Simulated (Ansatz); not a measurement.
# VGe2N4 monolayer in a perpendicular field

What dipole does a perpendicular field induce in the VGe2N4 monolayer, and does the gap follow? A positive field points along +c.

Main program and level: Ansatz 0.2.0; plane-wave DFT, PBE-D3(BJ), Ansatz PAW.

Report form: the programs' logs are mostly left out.

**1. The structure**

The cell holds 7 atoms: 4 N, 2 Ge and 1 V. Its edges and angles: a = 3.020 Å, b = 3.020 Å, c = 45.176 Å, α = 90.0°, β = 90.0°, γ = 120.0°. Vacuum lies along c.

Coordinates:

```cif
data_structure
_symmetry_space_group_name_H-M 'P 1'
_symmetry_Int_Tables_number 1
_cell_length_a 3.0200
_cell_length_b 3.0200
_cell_length_c 45.1758
_cell_angle_alpha 90.000
_cell_angle_beta 90.000
_cell_angle_gamma 120.000
_cell_volume 356.82
loop_
_atom_site_label
_atom_site_type_symbol
_atom_site_fract_x
_atom_site_fract_y
_atom_site_fract_z
_atom_site_occupancy
N1 N 0.00000 0.00000 0.42169 1
Ge2 Ge 0.33333 0.66667 0.43470 1
N3 N 0.33333 0.66667 0.47543 1
V4 V 0.00000 0.00000 0.50000 1
N5 N 0.33333 0.66667 0.52457 1
Ge6 Ge 0.33333 0.66667 0.56530 1
N7 N 0.00000 0.00000 0.57831 1
```

**2. Relaxing the slab**

The starting cell is a guess, so the in-plane lattice and the atoms are relaxed first, with the slab cut off from its images along the normal.

input.yaml

```yaml
crystal:
  lattice:
    - [3.02, 0.0, 0.0]
    - [-1.51, 2.6153967194, 0.0]
    - [0.0, 0.0, 45.1757585684]
  atoms:
    - { symbol: "N", position: [0.0, 0.0, 0.4216863336] }
    - { symbol: Ge, position: [0.3333333333, 0.6666666667, 0.4346969425] }
    - { symbol: "N", position: [0.3333333333, 0.6666666667, 0.4754267511] }
    - { symbol: V, position: [0.0, 0.0, 0.5], spin: 1.0 }
    - { symbol: "N", position: [0.3333333333, 0.6666666667, 0.5245732489] }
    - { symbol: Ge, position: [0.3333333333, 0.6666666667, 0.5653030575] }
    - { symbol: "N", position: [0.0, 0.0, 0.5783136664] }
  periodic: [true, true, false]
magnetization:
  spin_polarized: true
kpoints:
  mp_grid: { grid: [12, 12, 1] }
hamiltonian:
  xc: pbe
  dispersion: d3bj
scf:
  occupations: { method: fermi_dirac, width: 0.05 }
  convergence: { dr2_threshold: 1.0e-09 }
relax:
  f_tol: 0.004
  max_steps: 90
  cell: {}
output:
  write_potential: true
  write_density: true
  volumetric_format: npy
```

Command:

```bash
ansatz run input.yaml --threads 4 --pin off --max-ram 6144MiB --backend cpu --events-out ev --progress --plain --runs-dir out
```

Elapsed: 4.7 min, on 4 threads of Arm Neoverse N1, shared host; peak memory 0.96 GiB; 18 min of CPU time.

Step by step:

```
step  energy less that of the first step (eV)  largest force component (eV/Å)  volume (Å³)
   1                                   0.0000                          0.5269       356.82
   2                                  -0.0957                          0.6595       347.11
   3                                  -0.1057                          0.2698       348.49
   4                                  -0.1078                          0.0113       348.60
   5                                  -0.1079                          0.0133       348.56
   6                                  -0.1079                          0.0004       348.55
  7*                                  -0.1029                          0.0009       348.55
   8                                  -0.1030                          0.0010       348.41
  9*                                  -0.1030                          0.0010       348.41
```

Relaxation steps marked * repeat the geometry before them on a plane-wave basis chosen anew for their cell, so energy and pressure can jump there. Relaxation step 5 was tried and not accepted.

Forces are held to the 12 operations that the run works with; a distortion that breaks them can't arise in this run.

```
cell as run  before  after  change
      a (Å)   3.020  2.984  -1.2 %
      b (Å)   3.020  2.984  -1.2 %
```

The atoms that moved most (Å, along periodic axes as changes of fractional coordinates times the final cell, across vacuum about the mean position):

```
atom     dx     dy      dz  length
  N7  0.000  0.000   0.122   0.122
  N1  0.000  0.000  -0.122   0.122
 Ge6  0.000  0.000   0.060   0.060
 Ge2  0.000  0.000  -0.060   0.060
  N5  0.000  0.000   0.022   0.022
  N3  0.000  0.000  -0.022   0.022
```

Final coordinates:

```xyz
7
Lattice="2.9842 0.0000 0.0000 -1.4921 2.5844 0.0000 0.0000 0.0000 45.1758" Properties=species:S:1:pos:R:3
N     0.0000    0.0000   18.9281
Ge    0.0000    1.7229   19.5780
N     0.0000    1.7229   21.4555
V     0.0000    0.0000   22.5879
N     0.0000    1.7229   23.7203
Ge    0.0000    1.7229   25.5978
N     0.0000    0.0000   26.2477
```

This step gave:

```yaml
energy_at_zero_smearing: -13041.4488 eV
total_moment: 0.9666 μB
site_moments: 0.003018, 0.002893, -0.04808, 0.7567, -0.04808, 0.002893, 0.003018 μB
```

Site moment by atom:

```
atom  site moment (μB)
  N1             0.003
 Ge2             0.003
  N3            -0.048
  V4             0.757
  N5            -0.048
 Ge6             0.003
  N7             0.003
```

The lattice constant a goes from 3.020 to 2.984 Å.

**3. Atoms held, field 0**

A sawtooth potential applies the field, turning back in the middle of the vacuum. With the dipole correction the typed value is the field outside the slab. The induced dipole is small, so the SCF threshold is tight.

The cell differs from the one that the last finished run ended in (c 45.176 → 25.320 Å).

input.yaml

```yaml
crystal:
  lattice:
    - [2.9841861693, 0.0, 0.0]
    - [-1.4920930847, 2.5843810322, 0.0]
    - [0.0, 0.0, 25.3196034492]
  atoms:
    - { symbol: "N", position: [0.0, 0.0, 0.355455804] }
    - { symbol: Ge, position: [0.3333333333, 0.6666666667, 0.3811232178] }
    - { symbol: "N", position: [0.3333333333, 0.6666666667, 0.4552747231], spin: -0.05 }
    - { symbol: V, position: [0.0, 0.0, 0.5], spin: 0.76 }
    - { symbol: "N", position: [0.3333333333, 0.6666666667, 0.5447252769], spin: -0.05 }
    - { symbol: Ge, position: [0.3333333333, 0.6666666667, 0.6188767822] }
    - { symbol: "N", position: [0.0, 0.0, 0.644544196] }
magnetization:
  spin_polarized: true
kpoints:
  mp_grid: { grid: [18, 18, 1] }
  band_path:
    path: [[0, 0, 0], [0.5, 0, 0], [0.33333333, 0.33333333, 0], [0, 0, 0]]
    npoints: 16
hamiltonian:
  xc: pbe
  dispersion: d3bj
scf:
  occupations: { method: fermi_dirac, width: 0.02585 }
  convergence: { dr2_threshold: 1.0e-10 }
efield:
  axis: 3
  dipole_correction: true
  ramp_position: 0.97
  ramp_width: 0.06
  amplitude: 0
output:
  dos: { projected: true, e_range: [-6, 5] }
  write_potential: true
  write_density: true
  volumetric_format: npy
  elf: true
```

Run time: 66 s. Hardware: 4 threads; peak memory 0.9 GiB.

This step gave:

| Quantity | Value |
| --- | --- |
| energy at zero smearing | -13041.4512 eV |
| total moment | 0.9967 μB |
| site moments | 0.003806, 0.003061, -0.04916, 0.7783, -0.04916, 0.003061, 0.003806 μB |
| dipole along the normal | -1.70e-7 e·Å |
| gap along the path | 0.2021 eV |
| ionisation energy, upper face | 5.883 eV |
| electron affinity, upper face | 5.681 eV |
| gap, the smaller of path and mesh | 0.2021 eV |

Running mean over a fixed 2.7 Å (it still follows the layers) of the planar mean; the ramp of the sawtooth is left out. Electron's electrostatic potential energy less the Fermi level against z:

```
z (Å)  electron's electrostatic potential energy less the Fermi level (eV)
    4                                                                 5.81
    5                                                                 5.81
    6                                                                 5.79
    7                                                                 5.39
    8                                                               -0.360
    9                                                                -6.99
   10                                                                -8.55
   11                                                                -6.43
   12                                                                -7.59
   13                                                                -8.62
   14                                                                -6.28
   15                                                                -8.19
   16                                                                -7.87
   17                                                                -2.92
   18                                                                 4.53
   19                                                                 5.77
   20                                                                 5.81
   21                                                                 5.81
   22                                                                 5.81
```

The density of states has structure finer than the step of the table below, so its rows give means over 0.25 eV, whole bins alone (the curve runs from -6 to 2.11 eV). Peaks (eV: height): total -5.150: 7.67, -4.700: 9.95, -2.970: 10.3, -2.800: 8.36, -2.220: 7.74, -0.980: 11.2, 0.150: 8.94; up -5.170: 4.38, -4.700: 6.00, -3.300: 3.05, -2.970: 7.57, -2.250: 4.76, -0.980: 11.2, 1.580: 3.55; down -5.150: 5.38, -4.680: 5.42, -2.800: 5.29, -2.610: 4.14, -2.310: 4.16, -2.200: 6.17, 0.150: 8.94.

Density of states against energy, zero at the Fermi level of the run, which the smearing sets inside the gap; means over each step; values in states/eV a cell:

```
energy (eV)  total     up    down
      -5.75   3.45   1.77    1.68
      -5.50   2.09  0.969    1.12
      -5.25   3.83   2.03    1.80
      -5.00   3.32   1.70    1.63
      -4.75   6.28   3.23    3.05
      -4.50   3.67   1.66    2.01
      -4.25   2.33   1.21    1.12
      -4.00   3.50   1.84    1.66
      -3.75   3.17   1.59    1.57
      -3.50   3.11   1.61    1.50
      -3.25   3.66   1.87    1.79
      -3.00   6.45   3.60    2.85
      -2.75   5.93   2.79    3.13
      -2.50   5.90   2.91    2.98
      -2.25   6.03   2.84    3.19
      -2.00   3.72   1.74    1.98
      -1.75   2.37   1.10    1.27
      -1.50   1.06  0.501   0.554
      -1.25   1.22  0.460   0.764
      -1.00   2.48   2.48       0
      -0.75   1.08   1.08       0
      -0.50  0.341  0.341       0
      -0.25  0.290  0.290       0
       0.00  0.210  0.120  0.0894
       0.25   2.57  0.180    2.39
       0.50  0.758  0.346   0.412
       0.75  0.806  0.515   0.290
       1.00   1.18  0.752   0.430
       1.25   1.07   1.07       0
       1.50   2.15   2.15       0
       1.75   2.27   1.89   0.386
```

Projected DOS per atom over height of the atomic layer and energy from the Fermi level. Layers: N Ge N V N Ge N from below.

Ten even steps from '0' (0.00 states/eV) to '9' (1.87 states/eV), each cell a mean:
```
0019100
0018100
0004000
0003000
0004000
0008000
0001000
0003000
0007000
1010101
3020203
5053505
4084804
5075705
3043403
2033302
3133313
3111113
5253525
3142413
1121211
2131312
```
Columns: height of the atomic layer (Å) from 9 to 16.3 (not evenly spaced); rows upwards: energy from the Fermi level (eV) from -5.96 to 2.05.

Projected DOS per atom, spin up over height of the atomic layer and energy from the Fermi level. Layers: N Ge N V N Ge N from below.

Ten even steps from '0' (0.00 states/eV) to '9' (1.45 states/eV), each cell a mean:
```
0016100
0019100
0005000
0003000
0001000
0000000
0001000
0004000
0009000
0010100
2010102
3022203
3043403
3043403
2022202
1022201
2022202
2001002
3132313
2122212
1010101
1121211
```
Columns: height of the atomic layer (Å) from 9 to 16.3 (not evenly spaced); rows upwards: energy from the Fermi level (eV) from -5.96 to 2.05.

Projected DOS per atom, spin down over height of the atomic layer and energy from the Fermi level. Layers: N Ge N V N Ge N from below.

Ten even steps from '0' (0.00 states/eV) to '9' (1.43 states/eV), each cell a mean:
```
0006000
0000000
0000000
0001000
0003000
0009000
0000000
0000000
0000000
1010101
2010102
3032303
3053503
3043403
2021202
1021201
2021202
2010102
3132313
2121212
1010101
1120211
```
Columns: height of the atomic layer (Å) from 9 to 16.3 (not evenly spaced); rows upwards: energy from the Fermi level (eV) from -5.96 to 2.05.

Deep bands are left out, so band numbers here count from the lowest band kept and differ from the log's. The electronic bands at the labelled points (eV, zero at the Fermi level of the run, which the smearing sets inside the gap; # counts the bands kept):

```
  point  up #12  up #13  up #14  up #15  down #10  down #12  down #13  down #14
      Γ   -1.40   -0.09    2.25    2.25     -1.87     -1.41      0.94      2.54
halfway   -1.56   -0.72    1.65    1.83     -2.62     -1.55      0.48      2.37
      M   -2.09   -0.96    1.06    1.16     -2.40     -2.06      0.14      2.04
halfway   -1.93   -0.84    0.60    1.56     -2.87     -1.91      0.16      1.91
      K   -1.62   -0.58    0.16    1.87     -3.31     -1.63      0.28      1.67
halfway   -1.66   -0.88    1.54    1.68     -2.54     -1.64      0.32      2.31
      Γ   -1.40   -0.09    2.25    2.25     -1.87     -1.41      0.94      2.54
```

Spin density in the ca plane at fractional y = 0.667, with atoms of Ge and N within 0.2 Å of it.

Ten even steps from '0' (-5.88 × 1e-2 e/Å³) to '9' (9.98 × 1e-2 e/Å³), each cell a mean:
```
33333333333333333333444896443333333333333333
33333333333333333333445896443333333333333333
33333333333333333333334674333333333333333333
33333333333333333333213443213333333333333333
33333333333333333443202332003443333333333333
33333333333333333444202332003443333333333333
33333333333333333333213443213333333333333333
33333333333333333333334664333333333333333333
```
Columns run along c (16.0 Å, from fractional 0.16 to 0.79 of the cell), rows up along a (3.0 Å). Atoms in or near the plane, at fractional coordinates: Ge at (0.38, 0.33), N at (0.46, 0.33), N at (0.54, 0.33), Ge at (0.62, 0.33).

Electrostatic potential energy in the ca plane at fractional y = 0.667, with atoms of Ge and N within 0.2 Å of it. With pseudopotentials it is smooth inside the atoms' cores, unlike the true potential.

Ten even steps from '0' (-45 eV) to '9' (7 eV), each cell a mean:
```
99999999999998888899987657899988888999999999
99999999999998888899987557899988888999999999
99999999999998766789888777889886668999999999
99999999999987422577447887546863236899999999
99999999999985200364003886002641014799999999
99999999999985200264003885001641014799999999
99999999999987322477336887436753235899999999
99999999999998756789888778889886568999999999
```
Columns run along c (16.0 Å, from fractional 0.16 to 0.79 of the cell; values clipped at the 3rd and 97th percentile), rows up along a (3.0 Å). Atoms in or near the plane, at fractional coordinates: Ge at (0.38, 0.33), N at (0.46, 0.33), N at (0.54, 0.33), Ge at (0.62, 0.33).

ELF in the ca plane at fractional y = 0.667, with atoms of Ge and N within 0.2 Å of it. It is the smooth field of the valence electrons, not physical close to the nuclei.

Values, 5 rows by 16 columns, each cell a mean:
```
0.00 0.00 0.01 0.15 0.57 0.57 0.15 0.14 0.15 0.13 0.10 0.31 0.64 0.42 0.05 0.00
0.00 0.00 0.00 0.08 0.43 0.46 0.24 0.50 0.21 0.38 0.37 0.30 0.52 0.28 0.03 0.00
0.00 0.00 0.00 0.01 0.16 0.14 0.38 0.67 0.46 0.64 0.67 0.17 0.21 0.07 0.00 0.00
0.00 0.00 0.00 0.01 0.13 0.09 0.38 0.52 0.46 0.55 0.63 0.12 0.16 0.06 0.00 0.00
0.00 0.00 0.00 0.05 0.31 0.36 0.31 0.68 0.31 0.56 0.54 0.27 0.41 0.18 0.01 0.00
```
Columns run along c (16.0 Å, from fractional 0.16 to 0.79 of the cell), rows up along a (3.0 Å). Atoms in or near the plane, at fractional coordinates: Ge at (0.38, 0.33), N at (0.46, 0.33), N at (0.54, 0.33), Ge at (0.62, 0.33).

The gap is 0.20 eV, with the valence edge 5.88 eV and the conduction edge 5.68 eV under the upper vacuum level.

**4. Atoms held, field 0.1 V/Å**

input.yaml, as its differences from that of step 3:

```diff
@@ -29,7 +29,6 @@
   dipole_correction: true
-  ramp_position: 0.97
-  ramp_width: 0.06
-  amplitude: 0
+  ramp_position: 0.9372
+  ramp_width: 0.1256
+  amplitude: 0.1
 output:
-  dos: { projected: true, e_range: [-6, 5] }
   write_potential: true
@@ -37,2 +36 @@
   volumetric_format: npy
-  elf: true
```

The job ended after 66 s (4 threads; peak memory 0.9 GiB).

The dipole is 0.0353 e·Å, and the gap 0.202 eV.

**5. Single point, field -0.1 V/Å**

input.yaml, as its differences from that of step 4:

```diff
@@ -31,3 +31,3 @@
   ramp_width: 0.1256
-  amplitude: 0.1
+  amplitude: -0.1
 output:
```

Elapsed: 66 s, on 4 threads; peak memory 0.9 GiB; 4.3 min of CPU time.

The dipole is -0.0353 e·Å, and the gap 0.202 eV.

**6. Response, atoms held**

This step: plane-wave DFT, PBE-D3(BJ), Ansatz PAW; response to a field along the normal, atoms held (Ansatz 0.2.0).

The dipoles give the slope, and the difference of two potentials shows where the field is screened.

Numbers from this step:

```
equivalent conductor thickness p/(ε₀AE) : 8.288 Å
distance between the outer atoms        : 7.320 Å
```

Table of dipole of the cell by applied field:

```
applied field (V/Å)  dipole of the cell (e·Å)
            -0.1000                   -0.0353
             0.0000                   -1.7e-7
             0.1000                    0.0353
```

The total moment stays at 0.997 μB for applied field from -0.1 to 0.1 V/Å.

Local field over the applied field, running mean. From the potentials at -0.1 and 0.1 V/Å; running mean over 2.5 Å. Local field over applied field against z:

z (Å), local field over applied field and a bar:
```
      4.5      1.000 ##############################
      5.0      0.999 ##############################
      5.5      0.995 ##############################
      6.0      0.985 ##############################
      6.5      0.954 #############################
      7.0      0.878 ##########################
      7.5      0.742 ######################
      8.0      0.577 #################
      8.5      0.400 ###########
      9.0      0.261 #######
      9.5      0.174 ####
     10.0      0.135 ###
     10.5      0.121 ##
     11.0      0.111 ##
     11.5      0.094 #
     12.0      0.067 #
     12.5      0.048 
     13.0      0.053 
     13.5      0.077 #
     14.0      0.103 ##
     14.5      0.114 ##
     15.0      0.126 ##
     15.5      0.144 ###
     16.0      0.199 #####
     16.5      0.305 ########
     17.0      0.463 #############
     17.5      0.638 ###################
     18.0      0.797 ########################
     18.5      0.913 ###########################
     19.0      0.969 #############################
     19.5      0.990 ##############################
     20.0      0.997 ##############################
     20.5      0.999 ##############################
     21.0      1.000 ##############################
```

The induced electron density oscillates, so the rows of the table below give means over windows of 0.5 Å about each position, cut where the curve ends. Its maxima inside the range that stand out by 2 % of the span (Å: e/Å³ per V/Å): 8.30: 0.00384, 9.28: 0.00170, 10.69: 0.00105, 11.53: 0.00174, 13.08: 8.6e-4, 14.07: 2.3e-4, 15.47: 0.00186, 16.46: -6.4e-4. Its minima: 8.86: 6.4e-4, 9.85: -0.00186, 11.25: -2.3e-4, 12.24: -8.6e-4, 13.79: -0.00174, 14.63: -0.00105, 16.04: -0.00170, 17.02: -0.00384.

Electrons, planar mean, per unit field. Induced electron density against z; means over each step:

z (Å), induced electron density (e/Å³ per V/Å) and a bar from the least value:
```
      4.5    0.00000 ###############
      5.0    0.00001 ###############
      5.5    0.00002 ################
      6.0    0.00007 ################
      6.5    0.00022 ################
      7.0    0.00065 ##################
      7.5    0.00168 #######################
      8.0    0.00331 ##############################
      8.5    0.00287 ############################
      9.0    0.00113 ####################
      9.5    0.00021 ################
     10.0   -0.00136 ##########
     10.5    0.00063 ##################
     11.0    0.00031 #################
     11.5    0.00103 ####################
     12.0   -0.00019 ###############
     12.5   -0.00035 ##############
     13.0    0.00063 ##################
     13.5   -0.00060 #############
     14.0   -0.00048 #############
     14.5   -0.00071 ############
     15.0    0.00005 ################
     15.5    0.00139 ######################
     16.0   -0.00109 ###########
     16.5   -0.00129 ##########
     17.0   -0.00353 
     17.5   -0.00275 ###
     18.0   -0.00122 ##########
     18.5   -0.00044 ##############
     19.0   -0.00015 ###############
     19.5   -0.00004 ###############
     20.0   -0.00001 ###############
     20.5    0.00000 ###############
     21.0    0.00000 ###############
```

By hand: between -0.1 and 0.1 V/Å the dipole changes by 0.07064 e·Å, a slope of 0.3532 e·Å²/V. A perfect conductor of thickness t has p = ε₀AEt, so t = 180.95 × 0.3532 / 7.712 = 8.29 Å (e/ε₀ = 180.95 V·Å, A in Å²).

The induced dipole is that of a conductor 8.29 Å thick.

**7. What came out**

| Quantity | Value |
| --- | --- |
| gap without field | 0.202 eV |
| ionisation energy, upper face | 5.88 eV |
| electron affinity, upper face | 5.68 eV |
| equivalent conductor thickness, atoms held | 8.29 Å |

The induced dipole equals that of a perfect conductor 8.29 Å thick, while the outer atoms lie 7.32 Å apart; an out-of-plane ε follows only once a thickness t is chosen, by 1 − 1/ε = 8.29 Å / t. The gap stays within 0.01 eV of 0.20 eV over the fields run, up to 0.1 V/Å in size. Semilocal functionals give gaps that are too small, and excitons are not included. The magnetic order is the one reached from the typed start; other orders were not compared. Spin-orbit coupling is left out. The outer anions sit over the metal atoms, one of several polytypes of such layers and not the lowest for every compound.

[Logs are printed without paths, hosts, clocks, repeated set-up lines and the standing remarks that a program may print on its own settings, such as how far it seeks lower states.]

[Hosts, paths, dates, database ids (printed as entryN), source tags and the programs' standing remarks are cut or masked in the printed files.]

[Maps of the electrostatic potential energy from Ansatz leave out the sawtooth potential of an applied field or a dipole correction, so their vacuum need not be flat; planar profiles and work functions include it.]

[The density of states shown here was stored with 400 of the rows of the run's finer table, so its peaks can read low, often by over a quarter, or be missed, and its means over a window can be off by a tenth or more.]
